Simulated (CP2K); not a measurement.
Two runs for the N K edge of trimethylamine. Run A: CP2K XAS_TDP, all-electron GAPW, PBEh(45%), aug-cc-pVDZ, TDA, no relativity. Run B has a fault in its input.

First lines with a strength over 0.0015. A:

| atom | energy (eV) | states | strength, one atom |
| --- | --- | --- | --- |
| N2 (bonded to 3 C) | 398.64 | 1 | 0.0022 |
|  | 399.38 | 2 | 0.0116 |
|  | 399.47 | 1 | 0.0019 |
|  | 399.91 | 2 | 0.0147 |
|  | 400.93 | 1 | 0.0101 |

B:

| atom | energy (eV) | states | strength, one atom |
| --- | --- | --- | --- |
| N2 (bonded to 3 C) | 387.66 | 1 | 0.0024 |
|  | 388.40 | 2 | 0.0096 |
|  | 388.50 | 1 | 0.0017 |
|  | 388.93 | 1 | 0.0076 |
|  | 388.98 | 1 | 0.0055 |

**Question.** What went wrong in run B?

The plane-wave cutoff is far too low (cutoff (Ry) to 60). Against PBEh(45%) in aug-cc-pVDZ, the leading line moves by -10.98 eV, to 388.40 eV; the strength of N2's goes from 0.0116 to 0.0096. Another fault could leave a like mark.

[Hosts, paths, dates, database ids (printed as entryN), source tags and the programs' standing remarks are cut or masked in the printed files.]
